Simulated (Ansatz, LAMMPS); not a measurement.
# Site preference of Al in place of Ga in Ga2O3 with crystalline order left by the classical run (80 atoms), part 2 of 2

At which site of Ga2O3 with crystalline order left by the classical run (80 atoms) does Al in place of Ga cost least, and what about the site decides it?

Ansatz 0.2.0; Kohn-Sham DFT, PBE, PAW (set soft_2), plane waves.

The cell: 32 Ga and 48 O. The quench rate of 20 K/ps is orders of magnitude faster than experiment. The starting topology of bonds comes from the classical model. The Brillouin zone is sampled at Γ only, in a cell whose shortest periodic width is 9 Å.

So far. Step 2 (Single point at the start): The r.m.s. force at the start is 0.37 eV/Å. Step 3 (Relaxation): The relaxation converged after 5 steps, 1.68 eV below its start, with a largest force component of 0.035 eV/Å.

### Step 5. Al on a site of Ga, site Ga19

The site has 4 bonded neighbours (O4) at 1.85 Å on average, by cutoffs that count no bonds between two metal atoms or like ions. The change is made in the relaxed cell and the atoms are relaxed again, with spin allowed.

File input.yaml:

```yaml
crystal:
  lattice:
    - [9.33223, 0.0, 0.0]
    - [0.0, 9.33223, 0.0]
    - [0.0, 0.0, 9.33223]
  atoms:
    [... atom lines 1 to 15 left out ...]
    - { symbol: Ga, position: [0.45252, 0.90003, 0.32079] }
    - { symbol: Ga, position: [0.61835, 0.11105, 0.08788] }
    - { symbol: Ga, position: [0.12025, 0.8976, 0.31966] }
    - { symbol: Al, position: [0.80232, 0.42194, 0.71022], spin: 0.6 }
    - { symbol: Ga, position: [0.9533, 0.10972, 0.08842] }
    - { symbol: Ga, position: [0.4514, 0.11761, 0.81598] }
    - { symbol: Ga, position: [0.12671, 0.34922, 0.27816] }
    [... atom lines 23 to 80 left out ...]
magnetization:
  spin_polarized: true
kpoints:
  mp_grid: { grid: [1, 1, 1] }
hamiltonian:
  xc: pbe
scf:
  occupations: { method: fermi_dirac, width: 0.025 }
  lower_state_search: "off"
output:
  forces: true
  eigenvalues: true
relax:
  f_tol: 0.05
  max_steps: 90
```

Started as:

```console
> ansatz run input.yaml --threads 4 --pin off --max-ram 8192MiB --backend cpu --events-out ev --progress --plain --runs-dir out
```

Numbers of over 12 decimals in the logs are rounded to 6 here.

The log of the run:

```text
[...]
Crystal: 80 atoms, lattice volume = 812.749 Å³
Basis set: ecut = 420 eV, 15895 PW (Γ), exchange–correlation on 128×128×128 points (8 copies of the dense FFT grid, shifted against one another)
Bands: 429, of which v1, the nominal top of the filled ones, is band 347 counted from 1 (346 counted from 0)
Symmetry: 1 space group operations
[...]
k-points: 1
[...]
Starting moments: Σ|m| = 3 μB on 5 of 80 sites
[...]
SCF iter   1: F=—  HF=-145088.264739 eV  |F-HF|=—  |Δ(HF+E_count)|=         —  Δρ=5.90e-2 (↑5.67e-2 ↓5.90e-2)  dr2=5.44e1  dr2_m=1.06e0  M=0.000 μB ∫|m|=0.515 μB  β_m=0.30  ethr=3.10e-3  ⟨swp⟩=6.0  Hψ=3077  notcnv=0
[...]
spin=Collinear: Resta preconditioning applied to the charge; magnetization (m = ρ↑ − ρ↓) channel mixes plain (no charge-response kernel on spin).
SCF iter   2: F=—  HF=-145076.974976 eV  |F-HF|=—  |Δ(HF+E_count)|=    1.13e1  Δρ=3.80e-2 (↑3.71e-2 ↓3.80e-2)  dr2=2.22e1  dr2_m=5.70e-1  M=0.000 μB ∫|m|=0.401 μB  β_m=0.30  ethr=3.10e-3  ⟨swp⟩=3.0  Hψ=1682  notcnv=0  defer=152
SCF iter   3: F=—  HF=-145070.172253 eV  |F-HF|=—  |Δ(HF+E_count)|=    6.80e0  Δρ=1.37e-2 (↑1.37e-2 ↓1.22e-2)  dr2=2.08e0  dr2_m=3.11e-1  M=0.000 μB ∫|m|=0.312 μB  β_m=0.30  ethr=3.10e-3  ⟨swp⟩=3.0  Hψ=1320  notcnv=0  defer=152
[...]
SCF iter   7: F=—  HF=-145069.734460 eV  |F-HF|=—  |Δ(HF+E_count)|=   1.24e-2  Δρ=2.01e-3 (↑1.99e-3 ↓2.01e-3)  dr2=9.63e-4  dr2_m=2.93e-2  M=0.000 μB ∫|m|=0.116 μB  β_m=0.30  ethr=1.96e-6  ⟨swp⟩=2.0  Hψ=1570  notcnv=0  defer=146
[...]
spin-set hold released at iteration 7 (site moments contracting): the magnetisation degrees of freedom join the quasi-Newton model from the next iteration; the mixer history was flushed
SCF iter   8: F=—  HF=-145069.742105 eV  |F-HF|=—  |Δ(HF+E_count)|=   7.65e-3  Δρ=1.51e-3 (↑1.50e-3 ↓1.51e-3)  dr2=5.78e-4  dr2_m=1.66e-2  M=0.000 μB ∫|m|=0.092 μB  β_m=0.65  ethr=1.39e-7  ⟨swp⟩=2.0  Hψ=1397  notcnv=0  defer=146
SCF iter   9: F=—  HF=-145069.751882 eV  |F-HF|=—  |Δ(HF+E_count)|=   9.78e-3  Δρ=9.56e-5 (↑8.95e-5 ↓9.56e-5)  dr2=7.47e-5  dr2_m=4.02e-5  M=0.000 μB ∫|m|=0.010 μB  β_m=0.75  ethr=8.33e-8  ⟨swp⟩=3.0  Hψ=2046  notcnv=0  defer=146
[...]
SCF iter  11: F=-145069.751951 eV  HF=-145069.751951 eV  |F-HF|=1.16e-7  |Δ(HF+E_count)|=   4.79e-6  Δρ=1.43e-5 (↑1.25e-5 ↓1.43e-5)  dr2=4.07e-6  dr2_m=5.06e-7  M=0.000 μB ∫|m|=0.001 μB  β_m=0.76  ethr=2.75e-9  ⟨swp⟩=2.0  Hψ=2694  notcnv=0
SCF iter  12: F=-145069.751954 eV  HF=-145069.751954 eV  |F-HF|=3.08e-7  |Δ(HF+E_count)|=   2.25e-6  Δρ=4.17e-6 (↑4.17e-6 ↓3.64e-6)  dr2=5.71e-7  dr2_m=3.09e-8  M=0.000 μB ∫|m|=0.000 μB  ethr=5.86e-10  ⟨swp⟩=2.0  Hψ=2584  notcnv=0
WARN: the starting moments were not kept: the SCF closed with an absolute magnetisation of 3.4e-4 μB, where they sum to 3 μB in size (5 sites). That is at most 0.1 of that sum. Measured as dr2_m measures the in/out step, that magnetisation stands 8.9e-9 eV from none, [...]
SCF 1 converged in 12 iterations: F = -145069.751954 eV  dr2 = 5.71e-7
[...]
relax step   1: F+E_penalty+E_count = -145069.75195393 eV  Δ(F+E_penalty+E_count) = +0.000e0 eV  max|allowed force component| = 1.467e0 eV/Å  Δτ_max = 0.0000 Å  (12 SCF iters, dr2 threshold 6.25e-5 eV, accepted)
[...]
relax step   2: F+E_penalty+E_count = -145069.91139205 eV  Δ(F+E_penalty+E_count) = -1.594e-1 eV  max|allowed force component| = 7.349e-1 eV/Å  Δτ_max = 0.0388 Å  (5 SCF iters, dr2 threshold 1.00e-4 eV, accepted)
[...]
relax step   3: F+E_penalty+E_count = -145069.98810173 eV  Δ(F+E_penalty+E_count) = -7.671e-2 eV  max|allowed force component| = 1.540e-1 eV/Å  Δτ_max = 0.0547 Å  (6 SCF iters, dr2 threshold 3.38e-5 eV, accepted)
[...]
relax step   4: F+E_penalty+E_count = -145069.99330817 eV  Δ(F+E_penalty+E_count) = -5.206e-3 eV  max|allowed force component| = 2.517e-1 eV/Å  Δτ_max = 0.0672 Å  (9 SCF iters, accepted)
[...]
relax step   5: F+E_penalty+E_count = -145069.99710970 eV  Δ(F+E_penalty+E_count) = -3.802e-3 eV  max|allowed force component| = 1.642e-1 eV/Å  Δτ_max = 0.0236 Å  (6 SCF iters, dr2 threshold 3.96e-6 eV, accepted)
[...]
relax step   6: F+E_penalty+E_count = -145070.00523692 eV  Δ(F+E_penalty+E_count) = -8.127e-3 eV  max|allowed force component| = 1.426e-2 eV/Å  Δτ_max = 0.0115 Å  (5 SCF iters, dr2 threshold 1.15e-5 eV, accepted)
[...]
relax step   7: F+E_penalty+E_count = -145070.00524255 eV  Δ(F+E_penalty+E_count) = -5.632e-6 eV  max|allowed force component| = 1.425e-2 eV/Å  Δτ_max = 0.0000 Å  (4 SCF iters, accepted)
SCF converged after 4 iterations
Magnetization: 0.0000 μB (347.0000 up, 347.0000 down)
Absolute magnetization: 0.0000 μB (∫|ρ↑−ρ↓|, with the PAW one-centre terms)
[...]
Per-site moments (μB) at R_I (Å): [(1.0635841272409241e-10, 0.775257), (1.70357967940698e-9, 0.800534), (1.784819117439762e-9, 0.755779), (1.4393479675546565e-9, 0.797243), (-1.0453777370994314e-9, 0.784988), [...]
Free energy (F): -145070.005243 eV
[...]
Internal energy: -145070.005243 eV  (E = F + TS)
E sigma→0 (E₀):  -145070.005243 eV
Fermi energy:    9.807552 eV
[...]
Σ components = -145070.005243   (vs F -145070.005243, Δ=0.00e0)
--- Forces (eV/Å), atoms counted from 1 ---
  atom   1  Ga    -0.00005565     0.00189817    -0.00204297
  atom   2  Ga     0.00133597     0.00110125    -0.00315585
  atom   3  Ga     0.00338468     0.00470040     0.00284384
  atom   4  Ga     0.00230380    -0.01424753     0.00206629
[...]
atom  80  O      0.00805744    -0.00054633    -0.00270671
  max |Σ_I F_I| component: 2.70e-5 eV/Å
--- Band table (eV) ---
[...]
--- Relaxed structure (7 steps of the walk, 7 accepted, 0 SCFs on fresh bases) ---
  F+E_penalty+E_count = -145070.00524255 eV   max|allowed force component| = 1.425e-2 eV/Å
  atoms:
    - { symbol: Ga, position: [0.784626, 0.900359, 0.330859] }
    - { symbol: Ga, position: [0.621955, 0.613161, 0.283738] }
    - { symbol: Ga, position: [0.790311, 0.808549, 0.012002] }
    - { symbol: Ga, position: [0.786535, 0.113412, 0.816374] }
[...]
- { symbol: O, position: [0.791163, 0.244139, 0.654679] }
```

Wall time 2.6 min (4 threads of Arm Neoverse V1, shared host); peak memory 2.1 GiB.

The program notes that starting moments were not kept.

The relaxation converged after 7 steps, 0.253 eV below its start, with a largest force component of 0.014 eV/Å.

A closer look about the Al atom, after relaxation: 10 atoms, nearest first, numbered in the order of the input, with positions taken from that point.

| atom | x | y | z | distance (Å) | bonds |
| --- | --- | --- | --- | --- | --- |
| Al19 | 0.00 | 0.00 | 0.00 | 0.00 | 4 |
| O80 | -0.05 | -1.69 | -0.47 | 1.75 | 4 |
| O39 | 1.41 | 0.86 | -0.62 | 1.76 | 3 |
| O48 | -1.54 | 0.70 | -0.53 | 1.77 | 3 |
| O67 | -0.20 | 0.69 | 1.63 | 1.78 | 3 |
| Ga12 | -1.68 | 1.75 | 1.05 | 2.64 | 6 |
| O44 | 1.14 | -1.60 | 2.04 | 2.84 | 4 |
| O45 | -0.32 | 3.00 | 0.07 | 3.01 | 3 |
| Ga4 | -0.10 | -2.91 | 1.04 | 3.09 | 6 |
| Ga29 | 1.31 | 2.74 | -0.74 | 3.13 | 4 |

The column of bonds counts only the pairs O-Ga within 2.50 Å, O-Al within 2.19 Å; other neighbours, such as metal atoms beside each other in a compound, aren't counted, and periodic images can show an atom twice.

The largest move is 0.12 Å, by O67.

### Step 6. Al on a site of Ga, site Ga28

The site has 6 bonded neighbours (O6) at 2.08 Å on average. 

Input and log are left out; they have the form of those shown for this kind of step.

Elapsed: 2.6 min, on 4 threads of Arm Neoverse V1, shared host; peak memory 2.1 GiB.

The relaxation converged after 7 steps, 0.168 eV below its start, with a largest force component of 0.014 eV/Å.

Local excerpt of 10 atoms (numbers count through the whole input) about the Al atom, after relaxation; x, y, z are measured from there.

| atom | x | y | z | distance (Å) | bonds |
| --- | --- | --- | --- | --- | --- |
| Al28 | 0.00 | 0.00 | 0.00 | 0.00 | 5 |
| O49 | 1.82 | -0.25 | 0.34 | 1.87 | 4 |
| O44 | -1.83 | -0.18 | 0.36 | 1.87 | 4 |
| O55 | 0.14 | 1.86 | 0.16 | 1.88 | 3 |
| O46 | 0.00 | -0.26 | -1.88 | 1.89 | 4 |
| O75 | -0.03 | -2.07 | 0.70 | 2.18 | 4 |
| O58 | 0.00 | -0.44 | 2.33 | 2.37 | 3 |
| Ga6 | 1.53 | -1.60 | 1.84 | 2.88 | 6 |
| Ga20 | -1.53 | -1.54 | 1.93 | 2.91 | 6 |
| Ga26 | -0.08 | 1.31 | -2.93 | 3.21 | 6 |

The column of bonds counts only the pairs O-Ga within 2.50 Å, O-Al within 2.19 Å; other neighbours, such as metal atoms beside each other in a compound, aren't counted, and periodic images can show an atom twice.

The largest move is 0.10 Å, by O55.

### Step 7. Al on a site of Ga, site Ga9

The site has 6 bonded neighbours (O6) at 1.99 Å on average. 

Input and log are left out; they have the form of those shown for this kind of step.

Elapsed: 2.3 min, on 4 threads of Arm Neoverse V1, shared host; peak memory 2.1 GiB; 9.1 min of CPU time.

The relaxation converged after 6 steps, 0.226 eV below its start, with a largest force component of 0.0087 eV/Å.

### Step 8. Al on a site of Ga, site Ga31

The site has 5 bonded neighbours (O5) at 1.97 Å on average. 

Input and log are left out; they have the form of those shown for this kind of step.

It took 2.4 min on 4 threads of Arm Neoverse V1, shared host; peak memory 2.1 GiB; 9.2 min of CPU time.

The relaxation converged after 6 steps, 0.206 eV below its start, with a largest force component of 0.014 eV/Å.

The surroundings of the Al atom, after relaxation, nearest first, numbered as they follow in the input and with coordinates relative to it.

| atom | x | y | z | distance (Å) | bonds |
| --- | --- | --- | --- | --- | --- |
| Al31 | 0.00 | 0.00 | 0.00 | 0.00 | 5 |
| O33 | 0.06 | 1.23 | -1.28 | 1.77 | 3 |
| O61 | -1.25 | 0.61 | 1.32 | 1.91 | 4 |
| O56 | 0.14 | -1.54 | 1.13 | 1.92 | 4 |
| O49 | -1.11 | -1.23 | -1.00 | 1.94 | 4 |
| O60 | 1.55 | 0.66 | 0.97 | 1.94 | 4 |
| O37 | 1.67 | -1.54 | -1.08 | 2.51 | 3 |
| Ga15 | 0.07 | -0.44 | 2.60 | 2.64 | 6 |
| Ga6 | -1.45 | -2.62 | 0.46 | 3.03 | 6 |
| Ga17 | 1.69 | -2.57 | 0.54 | 3.13 | 6 |

The column of bonds counts only the pairs O-Ga within 2.50 Å, O-Al within 2.27 Å; other neighbours, such as metal atoms beside each other in a compound, aren't counted, and periodic images can show an atom twice.

The largest move is 0.11 Å, by O33.

### Step 9. Al on a site of Ga, site Ga4

The site has 6 bonded neighbours (O6) at 2.01 Å on average. 

input.yaml, the sections that differ from step 5:

```yaml
crystal:
  lattice:
    - [9.33223, 0.0, 0.0]
    - [0.0, 9.33223, 0.0]
    - [0.0, 0.0, 9.33223]
  atoms:
    - { symbol: Ga, position: [0.78448, 0.89967, 0.32875] }
    - { symbol: Ga, position: [0.62179, 0.61306, 0.28434] }
    - { symbol: Ga, position: [0.79076, 0.80733, 0.01068] }
    - { symbol: Al, position: [0.78699, 0.10829, 0.81564], spin: 0.6 }
    - { symbol: Ga, position: [0.27737, 0.13771, 0.55729] }
    - { symbol: Ga, position: [0.28065, 0.10486, 0.07826] }
    - { symbol: Ga, position: [0.42684, 0.80322, 0.0169] }
    [... atom lines 8 to 80 left out ...]
# magnetization, kpoints, hamiltonian, scf, output, relax: as in step 5
```

The log of the run:

```text
[...]
Crystal: 80 atoms, lattice volume = 812.749 Å³
Basis set: ecut = 420 eV, 15895 PW (Γ), exchange–correlation on 128×128×128 points (8 copies of the dense FFT grid, shifted against one another)
Bands: 430, of which v1, the nominal top of the filled ones, is band 347 counted from 1 (346 counted from 0)
Symmetry: 1 space group operations
[...]
k-points: 1
[...]
Starting moments: Σ|m| = 4.2 μB on 7 of 80 sites
[...]
SCF iter   1: F=—  HF=-145087.940613 eV  |F-HF|=—  |Δ(HF+E_count)|=         —  Δρ=5.94e-2 (↑5.73e-2 ↓5.94e-2)  dr2=5.40e1  dr2_m=1.51e0  M=0.000 μB ∫|m|=0.841 μB  β_m=0.30  ethr=3.10e-3  ⟨swp⟩=6.0  Hψ=3117  notcnv=0
[...]
SCF iter   3: F=—  HF=-145070.168400 eV  |F-HF|=—  |Δ(HF+E_count)|=    6.65e0  Δρ=1.43e-2 (↑1.43e-2 ↓1.30e-2)  dr2=2.03e0  dr2_m=4.55e-1  M=0.000 μB ∫|m|=0.496 μB  β_m=0.30  ethr=3.10e-3  ⟨swp⟩=3.0  Hψ=1331  notcnv=0  defer=148
[...]
SCF iter   7: F=—  HF=-145069.807542 eV  |F-HF|=—  |Δ(HF+E_count)|=   1.74e-2  Δρ=2.46e-3 (↑2.46e-3 ↓2.46e-3)  dr2=9.53e-4  dr2_m=4.46e-2  M=0.000 μB ∫|m|=0.189 μB  β_m=0.30  ethr=1.86e-6  ⟨swp⟩=2.0  Hψ=1413  notcnv=0  defer=151
[...]
SCF iter  12: F=-145069.831607 eV  HF=-145069.831607 eV  |F-HF|=2.58e-8  |Δ(HF+E_count)|=   1.22e-6  Δρ=6.01e-6 (↑6.01e-6 ↓4.52e-6)  dr2=7.24e-7  dr2_m=9.31e-8  M=0.000 μB ∫|m|=0.001 μB  ethr=8.44e-10  ⟨swp⟩=2.0  Hψ=2547  notcnv=0
[...]
SCF 1 converged in 12 iterations: F = -145069.831607 eV  dr2 = 7.24e-7
[...]
relax step   1: F+E_penalty+E_count = -145069.83160664 eV  Δ(F+E_penalty+E_count) = +0.000e0 eV  max|allowed force component| = 1.089e0 eV/Å  Δτ_max = 0.0000 Å  (12 SCF iters, dr2 threshold 6.25e-5 eV, accepted)
[...]
relax step   2: F+E_penalty+E_count = -145069.98555949 eV  Δ(F+E_penalty+E_count) = -1.540e-1 eV  max|allowed force component| = 5.367e-1 eV/Å  Δτ_max = 0.0445 Å  (5 SCF iters, dr2 threshold 7.41e-5 eV, accepted)
[...]
relax step   3: F+E_penalty+E_count = -145070.04181004 eV  Δ(F+E_penalty+E_count) = -5.625e-2 eV  max|allowed force component| = 1.517e-1 eV/Å  Δτ_max = 0.0548 Å  (6 SCF iters, dr2 threshold 1.80e-5 eV, accepted)
[...]
relax step   4: F+E_penalty+E_count = -145069.50243204 eV  Δ(F+E_penalty+E_count) = +5.394e-1 eV  max|allowed force component| = 1.629e0 eV/Å  Δτ_max = 0.2000 Å  (10 SCF iters, rejected (line search))
[...]
relax step   5: F+E_penalty+E_count = -145070.05865954 eV  Δ(F+E_penalty+E_count) = -1.685e-2 eV  max|allowed force component| = 8.123e-2 eV/Å  Δτ_max = 0.1000 Å  (10 SCF iters, accepted)
[...]
relax step   6: F+E_penalty+E_count = -145070.06247354 eV  Δ(F+E_penalty+E_count) = -3.814e-3 eV  max|allowed force component| = 4.014e-2 eV/Å  Δτ_max = 0.0303 Å  (8 SCF iters, accepted)
SCF converged after 8 iterations
Magnetization: 0.0000 μB (347.0000 up, 347.0000 down)
Absolute magnetization: 0.0000 μB (∫|ρ↑−ρ↓|, with the PAW one-centre terms)
[...]
Per-site moments (μB) at R_I (Å): [(-7.269124305819448e-10, 0.773666), (7.32985561206995e-10, 0.800712), (5.741660062594396e-10, 0.755740), (-4.653582196702234e-10, 0.770130), (-1.1305566933515297e-9, 0.786765), [...]
Free energy (F): -145070.062474 eV
[...]
Internal energy: -145070.062474 eV  (E = F + TS)
E sigma→0 (E₀):  -145070.062474 eV
Fermi energy:    9.815062 eV
[...]
Σ components = -145070.062474   (vs F -145070.062474, Δ=0.00e0)
--- Forces (eV/Å), atoms counted from 1 ---
  atom   1  Ga     0.00501815    -0.01131881    -0.01091700
  atom   2  Ga    -0.00357751     0.00844109    -0.01888866
  atom   3  Ga     0.01392809     0.00966632    -0.00195653
  atom   4  Al    -0.01525922     0.00391759     0.03715258
[...]
atom  80  O      0.00206504    -0.00645833    -0.01863646
  max |Σ_I F_I| component: 6.19e-5 eV/Å
--- Band table (eV) ---
[...]
--- Relaxed structure (6 steps of the walk, 5 accepted, 0 SCFs on fresh bases) ---
  F+E_penalty+E_count = -145070.06247354 eV   max|allowed force component| = 4.014e-2 eV/Å
  atoms:
    - { symbol: Ga, position: [0.784599, 0.900381, 0.329176] }
    - { symbol: Ga, position: [0.621893, 0.613185, 0.284719] }
    - { symbol: Ga, position: [0.789130, 0.808757, 0.011177] }
    - { symbol: Al, position: [0.783958, 0.112883, 0.818125] }
[...]
- { symbol: O, position: [0.788279, 0.233948, 0.658520] }
```

It took 2.5 min on 4 threads; peak memory 2.2 GiB; 9.9 min of CPU time.

The relaxation converged after 6 steps, 0.231 eV below its start, with a largest force component of 0.040 eV/Å.

The surroundings of the Al atom, after relaxation, nearest first, numbered as they follow in the input and with coordinates relative to it.

| atom | x | y | z | distance (Å) | bonds |
| --- | --- | --- | --- | --- | --- |
| Al4 | 0.00 | 0.00 | 0.00 | 0.00 | 6 |
| O71 | 0.05 | -0.98 | 1.59 | 1.87 | 4 |
| O80 | 0.04 | 1.13 | -1.49 | 1.87 | 4 |
| O38 | 1.37 | -1.01 | -0.80 | 1.88 | 3 |
| O74 | -1.51 | -0.91 | -0.91 | 1.99 | 4 |
| O37 | -1.52 | 0.96 | 0.86 | 1.99 | 3 |
| O44 | 1.22 | 1.28 | 0.94 | 2.00 | 4 |
| Ga27 | 1.63 | 0.00 | -2.41 | 2.91 | 6 |
| Ga17 | -1.54 | -0.02 | 2.51 | 2.94 | 6 |
| Ga20 | 1.57 | -0.04 | 2.50 | 2.96 | 6 |
| Ga13 | -1.59 | 0.18 | -2.53 | 3.00 | 6 |
| Ga19 | 0.16 | 2.88 | -1.02 | 3.06 | 4 |
| Ga21 | -3.10 | 0.04 | -0.02 | 3.10 | 6 |

The column of bonds counts only the pairs O-Ga within 2.50 Å, O-Al within 2.43 Å; other neighbours, such as metal atoms beside each other in a compound, aren't counted, and periodic images can show an atom twice.

The largest move is 0.13 Å, by O38.

### Step 10. Al on a site of Ga, site Ga32

The site has 4 bonded neighbours (O4) at 1.87 Å on average. 

Input and log are left out; they have the form of those shown for this kind of step.

Elapsed: 2.5 min, on 4 threads of Arm Neoverse V1, shared host; peak memory 2.1 GiB.

The relaxation converged after 7 steps, 0.217 eV below its start, with a largest force component of 0.047 eV/Å.

The surroundings of the Al atom, after relaxation, nearest first, numbered as they follow in the input and with coordinates relative to it.

| atom | x | y | z | distance (Å) | bonds |
| --- | --- | --- | --- | --- | --- |
| Al32 | 0.00 | 0.00 | 0.00 | 0.00 | 4 |
| O34 | -1.67 | -0.34 | 0.52 | 1.78 | 3 |
| O52 | -0.08 | 1.78 | 0.15 | 1.78 | 3 |
| O42 | 1.66 | -0.32 | 0.60 | 1.80 | 4 |
| O62 | 0.00 | -0.76 | -1.65 | 1.82 | 4 |
| O53 | -0.06 | -2.50 | 1.05 | 2.71 | 3 |
| O80 | 0.01 | -0.73 | 2.79 | 2.88 | 4 |
| Ga30 | 0.05 | 0.77 | -2.83 | 2.94 | 5 |
| O60 | -1.70 | 1.35 | -2.03 | 2.98 | 3 |
| Ga13 | -1.67 | -1.71 | 1.77 | 2.98 | 6 |

The column of bonds counts only the pairs O-Ga within 2.50 Å, O-Al within 2.23 Å; other neighbours, such as metal atoms beside each other in a compound, aren't counted, and periodic images can show an atom twice.

The largest move is 0.11 Å, by O52.

### Step 11. The sites compared

All these cells hold the same atoms, so their energies can be compared with no chemical potential.

| site | neighbours | mean distance (Å) | atoms within 6 Å | energy over the best site (eV) | before relaxation (eV) | gain on relaxing (eV) |
| --- | --- | --- | --- | --- | --- | --- |
| Ga9 | O6 | 1.99 | 86 | 0.00 | 0.00 | 0.23 |
| Ga4 | O6 | 2.01 | 81 | 0.05 | 0.06 | 0.23 |
| Ga19 | O4 | 1.85 | 82 | 0.11 | 0.14 | 0.25 |
| Ga31 | O5 | 1.97 | 85 | 0.19 | 0.17 | 0.21 |
| Ga32 | O4 | 1.87 | 89 | 0.25 | 0.24 | 0.22 |
| Ga28 | O6 | 2.08 | 87 | 0.33 | 0.27 | 0.17 |

Neighbours are those of the relaxed host within 2.48 Å (O-Ga); other pairs aren't counted.

### Step 12. Outcome

The cheapest site is Ga9 (6 neighbours, O6); the dearest, Ga28 (6 neighbours, O6), costs 0.33 eV more. By coordination the energies over the best site are 0.11 to 0.25 eV with 4 neighbours, 0.19 eV with 5 neighbours and 0.00 to 0.33 eV with 6 neighbours. Relaxation gains 0.17 to 0.25 eV and leaves the best site the same.

**Limits.** Defects are neutral and interact with their images. The reference ran with fermi-dirac smearing of 0.025 eV, but 6 of the 6 defect cells with fermi-dirac smearing of 0.025 eV, spin polarised. In a disordered cell the relaxation can also rearrange atoms far from the site. In the spin-polarised runs the search for a state of lower energy was switched off. Only 6 of the 32 Ga sites were tried, so a cheaper one may exist. The stress is far from hydrostatic: its diagonal is 4.4, 10.3, 13.6 GPa, compression counted positive. The pressure of 9.5 GPa means that a free cell would grow at this level.

The DFT runs together took 16 min of wall time.

[Logs are printed without paths, hosts, clocks, repeated set-up lines and the standing remarks that a program may print on its own settings, such as how far it seeks lower states.]

[Hosts, paths, dates, database ids (printed as entryN), source tags and the programs' standing remarks are cut or masked in the printed files.]
